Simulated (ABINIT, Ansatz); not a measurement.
# Rb2H6Pt (Fm-3m): changed settings of a GW run in ABINIT, part 2 of 2

What do changed inputs do to GW on Rb2H6Pt (Fm-3m)?

ABINIT 10.8.3; LDA and many-body steps on it, plane waves. Known limits of the many-body steps: not at the basis limit; no spin polarisation; d states lean on the start; no spin-orbit coupling; coarse k mesh.

So far. Step 2 (Screening, 2×2×2 mesh, 123 bands, screening to 114.3 eV): Local fields lower ε∞ by 23 %. On a Γ-centred mesh this coarse the value itself is usually too large, while a short band sum pulls it down. Step 3 (Base): The gap on the mesh goes from 3.78 eV to 6.10 eV, a correction of +2.32 eV.

## (5) A keyword of another program

Level of this step: G0W0 on LDA, plane waves, norm-conserving pseudopotentials (ABINIT).

run.abi

```
acell 3*1.0 Angstrom
rprim 
  0.000000000000 4.260795920000 4.260795920000
  4.260795920000 0.000000000000 4.260795920000
  4.260795920000 4.260795920000 0.000000000000
ntypat 3
znucl 37 1 78
natom 9
typat 1 1 2 2 2 2 2 2 3
xred 
  0.750000000000 0.750000000000 0.750000000000
  0.250000000000 0.250000000000 0.250000000000
  0.807305340000 0.807305340000 0.192694660000
  0.192694660000 0.807305340000 0.192694660000
  0.807305340000 0.192694660000 0.192694660000
  0.192694660000 0.192694660000 0.807305340000
  0.807305340000 0.192694660000 0.807305340000
  0.192694660000 0.807305340000 0.807305340000
  0.000000000000 0.000000000000 0.000000000000
pp_dirpath "pseudos"
pseudos "Rb.upf, H.upf, Pt.upf"
ecut 34
ngkpt 2 2 2
nshiftk 1
shiftk 0 0 0
kptopt 1
chksymbreak 0
istwfk *1
occopt 1
irdwfk 1
optdriver 4
nband 123
gwcalctyp 0
ecutsigx 34
symsigma 1
nkptgw 2
kptgw 
  0.5000000000 0.5000000000 0.0000000000
  0.0000000000 0.0000000000 0.0000000000
bdgw 
  20 23
  19 24
ecuteps 4.2
irdscr 1
ppmodel 1
nomega 100
indata_prefix "in"
outdata_prefix "out"
tmpdata_prefix "tmp"
```

Started as:

```
$ OMP_NUM_THREADS=1 mpirun -n 4 abinit run.abi > log
```

The program printed:

```text
.Version 10.8.3 of ABINIT. v10.8.2 released Aug 2026.

 Symmetries : space group Fm -3 m (#225); Bravais cF (face-center cubic)
================================================================================
 Values of the parameters that define the memory need of the present run
     intxc =       0    ionmov =       0      iscf =       7    lmnmax =       8
     lnmax =       8     mgfft =      60  mpssoang =       4    mqgrid =    3001
     natom =       9  nloc_mem =       1    nspden =       1   nspinor =       1
    nsppol =       1      nsym =      48    n1xccc =    2501    ntypat =       3
    occopt =       1   xclevel =       1
-    mband =         123        mffmem =           1         mkmem =           1
       mpw =        9922          nfft =      216000          nkpt =           3
================================================================================
  Rough estimation (10% accuracy) of disk space for files :
================================================================================

--------------------------------------------------------------------------------
------------- Echo of variables that govern the present computation ------------
--------------------------------------------------------------------------------
 -outvars: echo values of preprocessed input variables --------
            acell      1.8897261259E+00  1.8897261259E+00  1.8897261259E+00 Bohr

             bdgw          20      23      19      24
      chksymbreak           0
             ecut      3.40000000E+01 Hartree
          ecuteps      4.20000000E+00 Hartree
         ecutsigx      3.40000000E+01 Hartree
          ecutwfn      3.40000000E+01 Hartree
-          fftalg         312
           irdscr           1
           irdwfk           1

[...]
npwsigx        9841
           npwwfn        9841
             nsym          48
           ntypat           3
              occ      2.000000  2.000000  2.000000  2.000000  2.000000  2.000000
                       2.000000  2.000000  2.000000  2.000000  2.000000  2.000000
                       2.000000  2.000000  2.000000  2.000000  2.000000  2.000000
                       2.000000  2.000000  2.000000  0.000000  0.000000  0.000000
[...]
0.000000  0.000000  0.000000  0.000000  0.000000  0.000000
   [... 10 further rows ...]
                       0.000000  0.000000  0.000000  0.000000  0.000000  0.000000
[...]
optdriver           4
            rprim      0.0000000000E+00  4.2607959200E+00  4.2607959200E+00
[...]
spgroup         225

             xred      7.5000000000E-01  7.5000000000E-01  7.5000000000E-01
[...]
1.9269466000E-01  8.0730534000E-01  8.0730534000E-01
                       0.0000000000E+00  0.0000000000E+00  0.0000000000E+00
            znucl       37.00000    1.00000   78.00000

================================================================================

 chkinp: Checking input parameters for consistency.

--- !ERROR
message: |
    Found token: `NOMEGA` in the input file.
    This name is not one of the registered input variable names (see
    Action: check your input file. Perhaps you mistyped the input variable,
    or specified "img", although this was not permitted for this input variable.

--- !ERROR
message: |
    Found token: `NOMEGA` in the input file.
    This name is not one of the registered input variable names (see
    Action: check your input file. Perhaps you mistyped the input variable,
    or specified "img", although this was not permitted for this input variable.

--- from the log ---
Found token: `NOMEGA` in the input file.
    This name is not one of the registered input variable names (see
    Action: check your input file. Perhaps you mistyped the input variable,
    or specified "img", although this was not permitted for this input variable.
```

Run time: 0.81 s. Hardware: 4 MPI ranks of Arm Neoverse V2, shared host; peak memory 0.05 GiB; 2.8 s of CPU time.

The run stopped with an error after 0.81 s.

The program's words: Found token: `NOMEGA` in the input file. This name is not one of the registered input variable names (see Action: check your input file. Perhaps you mistyped the input variable, or specified "img", although this was not permitted for this input variable.

The fault put into this input: a keyword of another program.

## (6) Side by side

Times are wall times on 4 MPI ranks of Arm Neoverse V2, shared host, good to a factor of about two. A run's time includes the screening step that it read.

```
                           run   mesh  bands  screening cutoff (eV)  DFT gap (eV)  gap on the mesh (eV)  direct (eV)  ε∞ used  time
                          base  2×2×2    123                  114.3         3.783                 6.100        6.100     2.81  36 s
fewer bands in the self-energy  2×2×2     41                  114.3         3.783                 5.886        5.886     2.81  31 s
```

## (7) Summary of results

| Property | Result |
| --- | --- |
| base | 6.100 eV |
| fewer bands in the self-energy | 5.886 eV |
| known limits | not at the basis limit; no spin polarisation; d states lean on the start; no spin-orbit coupling; coarse k mesh |

Fewer bands in the self-energy: −0.214 eV against base (keys changed: nband). Bands and cutoff are finite, so the gap is not at the basis limit. The miss can reach some tenths of an eV and take either sign; the mesh is an error of its own. In the first G0W0 run levels were corrected at 2 k points alone, so a gap called «on the mesh» is the least over those, and an edge elsewhere would be missed. The 2×2×2 mesh is coarse for this cell, which bears on the long-range parts of exchange and screening. The runs have no spin polarisation. For a closed low-spin shell that is the natural state; where a d or f shell is open it is a constraint, and the gap is then not the crystal's own. With d states at the gap, one-shot GW leans hard on its start. The many-body steps are scalar-relativistic: spin-orbit coupling is not in them.

[Paths, hosts, dates, memory and timing lines, banners, echoed tables and standing remarks are left out of the program output.]

[Logs are printed without paths, hosts, clocks, repeated set-up lines and the standing remarks that a program may print on its own settings, such as how far it seeks lower states.]

[Runs of the session that timed out or met a known fault of the program may be left out.]

[No measured gap is set beside runs whose start may be inverted or whose files or cutoffs have a known fault.]

[Hosts, paths, dates, database ids (printed as entryN), source tags and the programs' standing remarks are cut or masked in the printed files.]

[G0W0 gaps are taken among the corrected bands and points alone; a level outside them can change the order at an edge.]

[Where Ansatz stands beside ABINIT at settings called matched, ABINIT's density can come from a denser mesh and the files from another edition; pairs whose starting gaps differed by over 0.03 eV were left out, so agreement reads better than it is.]
